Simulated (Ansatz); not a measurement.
An input for Ansatz 0.2.0 (Si3N4 (P6_3/m)):

```yaml
crystal:
  lattice:
    - [7.6044, 0.0, 0.0]
    - [-3.8022, 6.5856035805, 0.0]
    - [0.0, 0.0, 2.9063]
  atoms:
    - { symbol: Si, position: [0.768477, 0.174557, 0.25] }
    - { symbol: Si, position: [0.59392, 0.768477, 0.75] }
    - { symbol: Si, position: [0.825443, 0.59392, 0.25] }
    - { symbol: Si, position: [0.231523, 0.825443, 0.75] }
    - { symbol: Si, position: [0.40608, 0.231523, 0.25] }
    - { symbol: Si, position: [0.174557, 0.40608, 0.75] }
    - { symbol: "N", position: [0.0305, 0.33024, 0.25] }
    - { symbol: "N", position: [0.70026, 0.0305, 0.75] }
    - { symbol: "N", position: [0.66976, 0.70026, 0.25] }
    - { symbol: "N", position: [0.9695, 0.66976, 0.75] }
    - { symbol: "N", position: [0.29974, 0.9695, 0.25] }
    - { symbol: "N", position: [0.33024, 0.29974, 0.75] }
    - { symbol: "N", position: [0.6666666667, 0.3333333333, 0.25] }
    - { symbol: "N", position: [0.3333333333, 0.6666666667, 0.75] }
kpoints:
  mp_grid: { grid: [3, 3, 4] }
hamiltonian:
  xc: { exchange: pbe, correlation: pbe, exx: { coeff: 0.35 } }
  pseudopotentials: { kind: paw, azcp: { folder: soft_1 } }
scf:
  occupations: { method: fixed }
gw:
  n_empty_bands: 607
  ecut_chi: 150.0
  qp_bands: [v4, c4]
  qp_kpoints: band_edges
  screening: { model: contour_deformation }
```

```sh
ansatz run input.yaml --threads 2 --pin off --max-ram 73728MiB --backend cuda --events-out ev --progress --plain --runs-dir out --devices 1 --max-vram 13GiB
```

**Question.** How long will it take on 1 × NVIDIA H100 80GB HBM3 (shared by 6 runs) with 2 threads of AMD EPYC 7R13 (Zen 3), shared host, and how much memory?

It took 85 s; on shared hardware allow 43 s to 2.8 min. Peak host memory was 2.2 GiB. The sizes that set the cost: 2823 plane waves a state, 9 irreducible k points, 639 bands summed, 611 plane waves in the screening and 16 SCF cycles.

The screening grows as filled bands × empty bands × pairs of k points, times the square of the screening basis for the matrix.

[Paths, hosts, dates, memory and timing lines, banners, echoed tables and standing remarks are left out of the program output.]

[Logs are printed without paths, hosts, clocks, repeated set-up lines and the standing remarks that a program may print on its own settings, such as how far it seeks lower states.]

[Runs of the session that timed out or met a known fault of the program may be left out.]

[Cells called generated may have been cut or substituted from an entry of the Crystallography Open Database or the Materials Project.]

[Hosts, paths, dates, database ids (printed as entryN), source tags and the programs' standing remarks are cut or masked in the printed files.]
